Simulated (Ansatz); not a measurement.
# KTaSe3 (built on the sites of a database entry of KTaO3): phonons and vibrational spectra

Wanted: phonon frequencies of KTaSe3 (built on the sites of a database entry of KTaO3) and what follows from them.

Calculated with Ansatz 0.2.0; DFT LDA, scalar-relativistic, plane waves, PAW.

The structure was built from a prototype and need not be the compound's stable phase.

## (1) The starting structure

Symmetry: Pm-3m, No. 221, cubic system. Conventional cell: a = 4.282 Å, b = 4.282 Å, c = 4.282 Å, α = 90.00°, β = 90.00°, γ = 90.00°. K has 12 Se at 3.03 Å nearest. Ta has 6 Se at 2.14 Å nearest. Nearest to Se lie 2 Ta at 2.14 Å and 4 K at 3.03 Å. Farther neighbours and most contacts between anions are not listed.

## (2) Coarse relaxation

A rough relaxation comes first, because large forces or stress need no tight tolerances yet.

input.yaml reads:

```yaml
crystal:
  lattice:
    - [4.28224, 0.0, 0.0]
    - [0.0, 4.28224, 0.0]
    - [0.0, 0.0, 4.28224]
  atoms:
    - { symbol: K, position: [0.5, 0.5, 0.5] }
    - { symbol: Ta, position: [0.0, 0.0, 0.0] }
    - { symbol: Se, position: [0.5, 0.0, 0.0] }
    - { symbol: Se, position: [0.0, 0.5, 0.0] }
    - { symbol: Se, position: [0.0, 0.0, 0.5] }
kpoints:
  mp_grid: { grid: [6, 6, 6] }
hamiltonian:
  xc: lda
scf:
  occupations: { method: gaussian, width: 0.1 }
output:
  forces: true
  stress: true
  eigenvalues: true
relax:
  adjacent_minimum: "off"
  f_tol: 0.05
  max_steps: 80
  cell: { stress_tol: 0.5 }
```

Run with:

```
> ansatz run input.yaml --threads 8 --pin off --max-ram 14336MiB --backend cpu --events-out ev --progress --plain --runs-dir out
```

Numbers of over 12 decimals in the logs are rounded to 6 here.

Output:

```text
The last accepted step is kept in <dir> (removed where the run ends without a failure and the disk answers)
Engine: ansatz 0.2.0, x86_64-unknown-linux-gnu
Pseudopotentials: kind: paw
Pseudopotential: K, paw, valence charge 9, recommended cutoff 420 eV (normal), K.paw.azcp
Pseudopotential: Ta, paw, valence charge 13, recommended cutoff 420 eV (normal), Ta.paw.azcp
[...]
F+E_penalty+E_count = -27332.56124925 eV   max|allowed force component| = 3.487e-30 eV/Å   (the final SCF, on the basis selected at the relaxed cell)
  cell:  # Å, volume = 124.7009 Å³
    - [4.996008, 0, 0]
    - [0, 4.996008, 0]
    - [0, 0, 4.996008]
  atoms:
    - { symbol: K, position: [0.5, 0.5, 0.5] }
    - { symbol: Ta, position: [0, 0, 0] }
    - { symbol: Se, position: [0.5, 0, 0] }
    - { symbol: Se, position: [0, 0.5, 0] }
    - { symbol: Se, position: [0, 0, 0.5] }
[key lines of the parts left out:]
SCF converged after 5 iterations
Free energy (F): -27332.561249 eV
Fermi energy:    8.610387 eV
P = ⅓ Tr σ = 0.0919 GPa (0.919 kbar)
```

Wall time 3.2 s (8 threads of AMD EPYC 9R45 (Zen 5), shared host); peak memory 0.66 GiB.

Relaxation path:

| step | energy less that of the first step (eV) | largest force component (eV/Å) | pressure (GPa) | volume (Å³) |
| --- | --- | --- | --- | --- |
| 1 | 0.0000 | 0.0000 | 95.87 | 78.53 |
| 2 | -5.3106 | 0.0000 | 49.89 | 90.58 |
| 3 | -8.1429 | 0.0000 | 21.55 | 103.81 |
| 4 | -9.1825 | 0.0000 | 5.69 | 116.73 |
| 5 | -9.2954 | 0.0000 | -0.62 | 124.43 |
| 6 | -9.2973 | 0.0000 | 0.02 | 123.55 |
| 7* | -9.3595 | 0.0000 | 0.84 | 123.55 |
| 8 | -9.3626 | 0.0000 | 0.09 | 124.70 |
| 9* | -9.3628 | 0.0000 | 0.09 | 124.70 |

Relaxation steps marked * repeat the geometry before them on a plane-wave basis chosen anew for their cell, so energy and pressure can jump there.

The run keeps the 48 symmetry operations that it works with, so distortions that break them were not tested.

| cell as run | before | after | change |
| --- | --- | --- | --- |
| a (Å) | 4.282 | 4.996 | +16.7 % |
| b (Å) | 4.282 | 4.996 | +16.7 % |
| c (Å) | 4.282 | 4.996 | +16.7 % |
| volume (Å³/atom) | 15.71 | 24.94 | +58.8 % |

The relaxed structure:

```cif
data_structure
_symmetry_space_group_name_H-M 'P 1'
_symmetry_Int_Tables_number 1
_cell_length_a 4.9960
_cell_length_b 4.9960
_cell_length_c 4.9960
_cell_angle_alpha 90.000
_cell_angle_beta 90.000
_cell_angle_gamma 90.000
_cell_volume 124.70
loop_
_atom_site_label
_atom_site_type_symbol
_atom_site_fract_x
_atom_site_fract_y
_atom_site_fract_z
_atom_site_occupancy
K1 K 0.50000 0.50000 0.50000 1
Ta2 Ta 0.00000 0.00000 0.00000 1
Se3 Se 0.50000 0.00000 0.00000 1
Se4 Se 0.00000 0.50000 0.00000 1
Se5 Se 0.00000 0.00000 0.50000 1
```

This step gave:

* pressure: 0.09194 GPa
* volume per atom: 24.94 Å³
* gap on the k-mesh: 0 eV

In this step the volume went from 15.71 to 24.94 Å³/atom.

## (3) Relaxation

The cell and atoms are relaxed, since residual forces and stress would shift the frequencies.

input.yaml, as its differences from that of step 2:

```diff
@@ -2,5 +2,5 @@
   lattice:
-    - [4.28224, 0.0, 0.0]
-    - [0.0, 4.28224, 0.0]
-    - [0.0, 0.0, 4.28224]
+    - [4.9960084273, 0.0, 0.0]
+    - [0.0, 4.9960084273, 0.0]
+    - [0.0, 0.0, 4.9960084273]
   atoms:
@@ -21,6 +21,10 @@
   eigenvalues: true
+  write_density: true
+  write_potential: true
+  elf: true
+  volumetric_format: npy
 relax:
   adjacent_minimum: "off"
-  f_tol: 0.05
+  f_tol: 0.005
   max_steps: 80
-  cell: { stress_tol: 0.5 }
+  cell: { stress_tol: 0.05 }
```

Output:

```text
[...]
Crystal: 5 atoms, lattice volume = 124.701 Å³
Basis set: ecut = 420 eV, 2469 PW (Γ)
Bands: 42, of which v1, the nominal top of the filled ones, is band 35 counted from 1 (34 counted from 0)
Symmetry: 48 space group operations
[...]
k-points: 20 of 216
[...]
SCF iter   1: F=—  HF=-27332.565372 eV  |F-HF|=—  |Δ(HF+E_count)|=         —  Δρ=5.16e-3  dr2=2.49e-2  ethr=1.77e-3  ⟨swp⟩=6.8  Hψ=3146  notcnv=0
[...]
SCF iter   7: F=-27332.561249 eV  HF=-27332.561249 eV  |F-HF|=5.60e-8  |Δ(HF+E_count)|=   8.50e-8  Δρ=4.74e-6  dr2=2.75e-8  ethr=1.43e-10  ⟨swp⟩=11.6  Hψ=6171  notcnv=0
SCF 1 converged in 7 iterations: F = -27332.561249 eV  dr2 = 2.75e-8
  Residual-converged pass: ⟨swp⟩=1.0  Hψ=920  notcnv=0  max |occ|·‖R‖ = 6.9e-9 eV (tolerance 1.0e-8 eV)  dr2=2.75e-8  dr2_onsite=5.77e-8  max |Δocc| = 4.0e-12
[...]
relax step   1: F+E_penalty+E_count = -27332.56124923 eV  Δ(F+E_penalty+E_count) = +0.000e0 eV  max|allowed force component| = 9.987e-30 eV/Å  Δτ_max = 0.0000 Å  P = +0.092 GPa  Ω = 124.701 Å³  (7 SCF iters, dr2 threshold 1.00e-7 eV, accepted)
Crystal: 5 atoms, lattice volume = 124.903 Å³
[...]
SCF iter   5: F=-27332.561253 eV  HF=-27332.561253 eV  |F-HF|=9.97e-10  |Δ(HF+E_count)|=   2.43e-8  Δρ=2.03e-6  dr2=6.19e-9  ethr=3.01e-11  ⟨swp⟩=7.2  Hψ=4806  notcnv=0
SCF 2 converged in 5 iterations: F = -27332.561253 eV  dr2 = 6.19e-9
relax step   2: F+E_penalty+E_count = -27332.56125343 eV  Δ(F+E_penalty+E_count) = -4.206e-6 eV  max|allowed force component| = 2.998e-30 eV/Å  Δτ_max = 0.0000 Å  P = -0.035 GPa  Ω = 124.903 Å³  energy of the carried Pulay correction = -3.141e-5 eV  (5 SCF iters, dr2 threshold 2.11e-8 eV, accepted)
[...]
SCF iter   1: F=—  HF=-27332.561278 eV  |F-HF|=—  |Δ(HF+E_count)|=         —  Δρ=2.56e-6  dr2=6.88e-9  ethr=2.05e-7  ⟨swp⟩=3.0  Hψ=5116  notcnv=0
eigensolver tolerance schedule: the retry pair's looser diagonalisation over-reported the residual by 20854.01 of it (diagonalisation noise at an unbounded share of the residual, at the tolerance the schedule requests for it); recorded, not acted on — ethr = c·dr2/N_el stays at c = 1.0e-1
[...]
SCF iter   2: F=—  HF=-27332.561277 eV  |F-HF|=—  |Δ(HF+E_count)|=   3.32e-7  Δρ=1.46e-6  dr2=3.09e-9  ethr=9.83e-12  ⟨swp⟩=3.0  Hψ=2143  notcnv=0
[...]
SCF iter   5: F=-27332.561277 eV  HF=-27332.561277 eV  |F-HF|=1.46e-11  |Δ(HF+E_count)|=  1.82e-11  Δρ=1.12e-7  dr2=6.12e-12  ethr=1.00e-12  ⟨swp⟩=5.3  Hψ=3945  notcnv=0
SCF 3 converged in 5 iterations: F = -27332.561277 eV  dr2 = 6.12e-12
relax step   3: F+E_penalty+E_count = -27332.56127728 eV  Δ(F+E_penalty+E_count) = -2.384e-5 eV  max|allowed force component| = 5.798e-30 eV/Å  Δτ_max = 0.0000 Å  P = -0.035 GPa  Ω = 124.903 Å³  stress off target by 3.52e-2 GPa  SCF on the basis re-selected at this cell (its energy is not comparable with the rows above)  (5 SCF iters)
[...]
SCF converged after 5 iterations
Free energy (F): -27332.561277 eV
[...]
Internal energy: -27332.560284 eV  (E = F + TS)
E sigma→0 (E₀):  -27332.560781 eV
Entropy (-TS):   -0.000993 eV (-0.199 meV/atom)
Fermi energy:    8.587378 eV
[...]
--- Stress (GPa, compression-positive) ---
       -0.035166      -0.000000      -0.000000
       -0.000000      -0.035166      -0.000000
       -0.000000      -0.000000      -0.035166
  P = ⅓ Tr σ = -0.0352 GPa (-0.352 kbar)
--- Band table (eV; the first three rows and the last of 20) ---
  k-point 0: bands = [... 31 lower, 7.2586, 7.6554, 7.6554, 7.6554, 8.0584, 8.0584, 8.0584, 10.0422, ... 3 higher]
  k-point 1: bands = [... 31 lower, 7.0742, 7.0782, 7.6713, 7.7567, 7.7567, 8.8863, 8.8863, 10.0643, ... 3 higher]
  k-point 2: bands = [... 31 lower, 6.1094, 6.7685, 7.7037, 7.7329, 7.7329, 10.0058, 10.0058, 10.0935, ... 3 higher]
  k-point 19: bands = [... 31 lower, 3.9279, 8.7775, 8.7775, 8.7775, 10.7401, 10.7401, 10.7401, 11.8341, ... 3 higher]
--- Relaxed structure (2 steps of the walk, 2 accepted, 1 SCFs on fresh bases) ---
[...]
cell:  # Å, volume = 124.9027 Å³
    - [4.998702, 0, 0]
    - [0, 4.998702, 0.0]
    - [0, 0.0, 4.998702]
  atoms:
    - { symbol: K, position: [0.5, 0.5, 0.5] }
    - { symbol: Ta, position: [0, 0, 0] }
    - { symbol: Se, position: [0.5, 0, 0] }
    - { symbol: Se, position: [0, 0.5, 0] }
    - { symbol: Se, position: [0, 0, 0.5] }
```

Run time: 1.3 s. Hardware: 8 threads; peak memory 0.68 GiB; 7.3 s of CPU time.

Little changed from the start: no atom moved by 0.005 Å and no cell edge by 0.1 %.

This step gave:

- pressure: -0.03517 GPa
- volume per atom: 24.98 Å³

ELF in the ac plane at fractional y = 0.000, with atoms of Ta and Se within 0.2 Å of it. It is the smooth field of the valence electrons, not physical close to the nuclei.

Values, 14 rows by 14 columns, each cell a mean:
```
0.38 0.66 0.48 0.32 0.70 0.73 0.45 0.32 0.59 0.77 0.54 0.30 0.63 0.56
0.66 0.55 0.27 0.28 0.65 0.77 0.74 0.72 0.76 0.75 0.49 0.21 0.39 0.63
0.34 0.26 0.19 0.24 0.46 0.68 0.76 0.78 0.74 0.60 0.35 0.20 0.21 0.30
0.54 0.53 0.44 0.27 0.22 0.39 0.58 0.63 0.52 0.29 0.21 0.35 0.49 0.54
0.77 0.77 0.71 0.48 0.17 0.11 0.20 0.24 0.15 0.11 0.29 0.60 0.75 0.77
0.49 0.69 0.78 0.68 0.34 0.08 0.04 0.04 0.04 0.15 0.52 0.74 0.76 0.59
0.16 0.52 0.78 0.74 0.47 0.11 0.02 0.02 0.04 0.24 0.63 0.78 0.72 0.32
0.30 0.60 0.78 0.72 0.41 0.09 0.03 0.02 0.04 0.20 0.58 0.76 0.74 0.45
0.70 0.76 0.75 0.59 0.23 0.08 0.09 0.11 0.08 0.11 0.39 0.68 0.77 0.73
0.71 0.69 0.59 0.35 0.16 0.23 0.41 0.47 0.34 0.17 0.22 0.46 0.65 0.70
0.33 0.30 0.26 0.23 0.35 0.59 0.72 0.74 0.68 0.48 0.27 0.24 0.28 0.32
0.53 0.40 0.20 0.26 0.59 0.75 0.78 0.78 0.78 0.71 0.44 0.19 0.27 0.48
0.59 0.67 0.40 0.30 0.69 0.76 0.60 0.52 0.69 0.77 0.53 0.26 0.55 0.66
0.12 0.59 0.53 0.33 0.71 0.70 0.30 0.16 0.49 0.77 0.54 0.34 0.66 0.38
```
Columns run along a (5.0 Å), rows up along c (5.0 Å). Atoms in or near the plane, at fractional coordinates: Ta at (0.00, 0.00), Se at (0.50, 0.00), Se at (0.00, 0.50).

Electrostatic potential energy in the ac plane at fractional y = 0.000, with atoms of Ta and Se within 0.2 Å of it. With pseudopotentials it is smooth inside the atoms' cores, unlike the true potential.

Values in eV, 14 rows by 14 columns, each cell a mean:
```
-58 -47 -19  -1  -1 -11  -3   0  -6  -9   2  -7 -30 -55
-35 -24  -7   4   5  -6 -10 -10 -10   0   6   0 -14 -30
 -9  -4   4   8  10   6   1  -1   3   9  10   7   0  -7
  0   4   8  11  12  11  10  10  11  12  11  10   6   2
-11  -6   4  10  12  13  13  12  13  13  12   9   0  -9
 -4  -9  -5   8  12  13  13  13  13  13  11   3 -10  -6
  3  -4  -9   6  12  13  13  13  13  12  10  -1 -10   0
  0  -7  -8   7  12  13  13  13  13  13  10   1 -10  -3
-10 -10   0   9  12  13  13  13  13  13  11   6  -6 -11
 -4   1   7  11  12  12  12  12  12  12  12  10   5  -1
 -2   1   6  10  11   9   7   6   8  10  11   8   4  -1
-23 -14  -2   6   7   0  -8  -9  -5   4   8   4  -7 -19
-52 -37 -14   1   1 -10  -7  -4  -9  -6   4  -4 -24 -47
-58 -52 -23  -2  -4 -10   0   3  -4 -11   0  -9 -35 -58
```
Columns run along a (5.0 Å; values clipped at the 3rd and 97th percentile), rows up along c (5.0 Å). Atoms in or near the plane, at fractional coordinates: Ta at (0.00, 0.00), Se at (0.50, 0.00), Se at (0.00, 0.50).

Valence density in the ac plane at fractional y = 0.000, with atoms of Ta and Se within 0.2 Å of it. It is the smooth field of the valence electrons, not physical close to the nuclei.

Ten steps, logarithmic in the rise over the least value, from '_' (0 e/Å³) to '@' (33 e/Å³), each cell a mean:
```
++++--..::==##%%**--::::==++
====::....::==++--::....--==
::::..__......::....__....::
::....__________________..::
--::..________________..::--
##++::..______________..--**
@@##--..______________::++%%
@@**--..______________..==##
++--::..______________..::==
::::..________________....::
::....____........______....
==--......::----::......::--
++++--..::--**##++::..::==++
++++==::::++@@@@##--::::==++
```
Columns run along a (5.0 Å), rows up along c (5.0 Å). Atoms in or near the plane, at fractional coordinates: Ta at (0.00, 0.00), Se at (0.50, 0.00), Se at (0.00, 0.50).

In this step the volume went from 24.94 to 24.98 Å³/atom.

## (4) Relaxing to small forces for the phonons

Phonons need a cell at rest on their own settings, so the relaxation is repeated with tight tolerances on forces and stress, using the mesh and the filling of the phonon run that follows.

input.yaml reads:

```yaml
crystal:
  lattice:
    - [4.9987021164, 0.0, 0.0]
    - [0.0, 4.9987021164, 0.0]
    - [0.0, 0.0, 4.9987021164]
  atoms:
    - { symbol: K, position: [0.5, 0.5, 0.5] }
    - { symbol: Ta, position: [0.0, 0.0, 0.0] }
    - { symbol: Se, position: [0.5, 0.0, 0.0] }
    - { symbol: Se, position: [0.0, 0.5, 0.0] }
    - { symbol: Se, position: [0.0, 0.0, 0.5] }
kpoints:
  mp_grid: { grid: [6, 6, 6] }
hamiltonian:
  xc: lda
scf:
  occupations: { method: methfessel_paxton, width: 0.15 }
output:
  forces: true
  stress: true
  eigenvalues: true
relax:
  adjacent_minimum: "off"
  f_tol: 0.001
  max_steps: 60
  cell: { stress_tol: 0.01 }
```

Output:

```text
[...]
Crystal: 5 atoms, lattice volume = 124.903 Å³
Basis set: ecut = 420 eV, 2469 PW (Γ)
Bands: 42, of which v1, the nominal top of the filled ones, is band 35 counted from 1 (34 counted from 0)
Symmetry: 48 space group operations
[...]
k-points: 20 of 216
[...]
--- Relaxed structure (3 steps of the walk, 3 accepted, 1 SCFs on fresh bases) ---
[...]
cell:  # Å, volume = 124.8607 Å³
    - [4.998141, 0, 0.0]
    - [0, 4.998141, 0.0]
    - [0, 0.0, 4.998141]
  atoms:
    - { symbol: K, position: [0.5, 0.5, 0.5] }
    - { symbol: Ta, position: [0, 0, 0] }
    - { symbol: Se, position: [0.5, 0, 0] }
    - { symbol: Se, position: [0, 0.5, 0] }
    - { symbol: Se, position: [0, 0, 0.5] }
[key lines of the parts left out:]
SCF converged after 5 iterations
Free energy (F): -27332.558940 eV
Fermi energy:    8.671122 eV
P = ⅓ Tr σ = 0.0000 GPa (0.000 kbar)
```

Wall time 1.6 s (8 threads); peak memory 0.67 GiB.

Little changed from the start: no atom moved by 0.005 Å and no cell edge by 0.1 %.

This step gave:

```
pressure        : 1.97e-5 GPa
volume per atom : 24.97 Å³
```

The forces vanish by symmetry and the pressure is 0.000 GPa, within the tolerances set. The cell now holds 24.97 Å³/atom.

## (5) Zone-centre response

The zone centre comes first: it holds the modes that light can see, as far as symmetry allows. No field response is asked, since the mesh shows no gap.

input.yaml, the sections that differ from step 4:

```yaml
crystal:
  lattice:
    - [4.9981413134, 0.0, 0.0]
    - [0.0, 4.9981413134, 0.0]
    - [0.0, 0.0, 4.9981413134]
  atoms:
    - { symbol: K, position: [0.5, 0.5, 0.5] }
    - { symbol: Ta, position: [0.0, 0.0, 0.0] }
    - { symbol: Se, position: [0.5, 0.0, 0.0] }
    - { symbol: Se, position: [0.0, 0.5, 0.0] }
    - { symbol: Se, position: [0.0, 0.0, 0.5] }
output:
  eigenvalues: true
phonons:
  method: dfpt
# kpoints, hamiltonian, scf: as in step 4
# relax: removed
```

Output:

```text
zone centre: on kpoints.mp_grid the ground state, and the responses unless they are solved on pairs of k-points, stand on 64 of the mesh's 216 k-points, reduced under 8 symmetry operations, with k and −k counted as one. Each operation leaves every solved displacement unchanged or reverses it
[...]
Crystal: 5 atoms, lattice volume = 124.861 Å³
Basis set: ecut = 420 eV, 2469 PW (Γ), exchange–correlation on 72×72×72 points (8 copies of the dense FFT grid, shifted against one another)
Bands: 42, of which v1, the nominal top of the filled ones, is band 35 counted from 1 (34 counted from 0)
Symmetry: 48 space group operations
k-points: 64 of 216 (irreducible under 8 space group operations)
[...]
SCF iter   1: F=—  HF=-27332.562565 eV  |F-HF|=—  |Δ(HF+E_count)|=         —  Δρ=5.04e-3  dr2=2.09e-2  ethr=1.77e-3  ⟨swp⟩=6.9  Hψ=10103  notcnv=0
[...]
SCF iter  10: F=-27332.558942 eV  HF=-27332.558942 eV  |F-HF|=3.64e-12  |Δ(HF+E_count)|=  7.28e-12  S|Δr|=    0.00e0  Δρ=3.86e-8  dr2=2.58e-12  ethr=1.00e-12  ⟨swp⟩=9.1  Hψ=13721  notcnv=0
SCF 1 converged in 10 iterations: F = -27332.558942 eV  dr2 = 2.58e-12
[...]
DFPT response loops at Γ: preconditioner auto → Kerker (q_TF=auto, 2.477 Å⁻¹) (partly filled bands, converged f_vac=0.043); β = 1.00, the filter's whole step (`scf.mixing.beta` (0.50) is not read by the response loops under this deck's `scf.mixing.preconditioner`; to damp them name `kerker` or `kerker_dos`, under which they read `scf.mixing.beta`, and type it under 1.00, their step now; both keys bind the ground state too); Broyden in place of MSR1
SCF converged after 10 iterations
[...]
Free energy (F): -27332.558942 eV
[...]
Internal energy: -27332.566350 eV  (E = F + TS)
E sigma→0 (E₀):  -27332.560794 eV
Entropy (-TS):   0.007408 eV (1.482 meV/atom)
Fermi energy:    8.671122 eV
[...]
--- Band table (eV; the first three rows and the last of 64) ---
  k-point 0: bands = [... 31 lower, 7.2655, 7.6500, 7.6500, 7.6500, 8.0642, 8.0642, 8.0642, 10.0378, ... 3 higher]
  k-point 1: bands = [... 31 lower, 7.0792, 7.0850, 7.6658, 7.7619, 7.7619, 8.8866, 8.8866, 10.0599, ... 3 higher]
  k-point 2: bands = [... 31 lower, 6.1152, 6.7750, 7.6982, 7.7387, 7.7387, 10.0052, 10.0052, 10.0891, ... 3 higher]
  k-point 63: bands = [... 31 lower, 3.9303, 8.7858, 8.7858, 8.7858, 10.7367, 10.7367, 10.7367, 11.8400, ... 3 higher]
--- Phonons (Γ-DFPT): 4 representative perturbations + reference, on 64 of 216 k-points (Σ response iterations 12) ---
  k mesh reduced under 8 symmetry operations, with k and −k counted as one. Each operation leaves every solved displacement unchanged or reverses it
  ASR residual: 2.105e-5 → 0.000e0 eV/Å²; symmetrization residual: 1.097e-5 eV/Å²
  ASR residual per site (eV/Å²): 1.23e-5 2.10e-5 9.11e-6 9.11e-6 9.11e-6
  Γ frequencies (cm⁻¹): 0.00 0.00 0.00 51.97 51.97 51.97 70.83 70.83 70.83 81.21 81.21 81.21 232.20 232.20 232.20
  non-analytic LO–TO correction: not included (Born effective charges unavailable; polar crystals: no LO–TO splitting at Γ)
```

Elapsed: 8.2 s, on 8 threads; peak memory 1.5 GiB; 53 s of CPU time.

Numbers from this step:

| Property | Result |
| --- | --- |
| sum-rule residual before enforcement | 2.10e-5 eV/Å² |
| point group | m-3m |
| highest optical mode at the zone centre (no LO-TO term) | 232.2 cm⁻¹ |
| lowest optical zone-centre mode | 51.97 cm⁻¹ |

Patterns of degenerate modes are one choice out of their space. Modes at Γ, with each element's share of the kinetic energy:

| mode | frequency (cm⁻¹) | symmetry | K % | Ta % | Se % |
| --- | --- | --- | --- | --- | --- |
| 1 | 0.0 | acoustic | 9 | 40 | 52 |
| 2 | 0.0 | acoustic | 9 | 40 | 52 |
| 3 | 0.0 | acoustic | 9 | 40 | 52 |
| 4 | 52.0 | T1u | 30 | 46 | 25 |
| 5 | 52.0 | T1u | 30 | 46 | 25 |
| 6 | 52.0 | T1u | 30 | 46 | 25 |
| 7 | 70.8 | T2u | 0 | 0 | 100 |
| 8 | 70.8 | T2u | 0 | 0 | 100 |
| 9 | 70.8 | T2u | 0 | 0 | 100 |
| 10 | 81.2 | T1u | 62 | 6 | 33 |
| 11 | 81.2 | T1u | 62 | 6 | 33 |
| 12 | 81.2 | T1u | 62 | 6 | 33 |
| 13 | 232.2 | T1u | 0 | 9 | 91 |
| 14 | 232.2 | T1u | 0 | 9 | 91 |
| 15 | 232.2 | T1u | 0 | 9 | 91 |

Displacements in mode 4 (52.0 cm⁻¹), the largest set to 1:
```
K1   0.00 -1.00 -0.97
Ta2  0.00  0.58  0.56
Se3  0.00 -0.45 -0.44
Se4  0.00  0.07 -0.44
Se5  0.00 -0.45  0.07
```

Displacements in mode 15 (232.2 cm⁻¹), the largest set to 1:
```
K1   0.00  0.00  0.01
Ta2  0.00 -0.07 -0.22
Se3  0.00 -0.08 -0.25
Se4  0.00  0.33 -0.25
Se5  0.00 -0.08  1.00
```

Before it was imposed, the acoustic sum rule was missed by 2.1e-5 eV/Å². Small misses are needed for a sound result but don't prove that mesh and cutoff are converged. The lowest optical mode is real, 52.0 cm⁻¹.

(Continued in part 2 of 2.)

[Logs are printed without paths, hosts, clocks, repeated set-up lines and the standing remarks that a program may print on its own settings, such as how far it seeks lower states.]

[Hosts, paths, dates, database ids (printed as entryN), source tags and the programs' standing remarks are cut or masked in the printed files.]
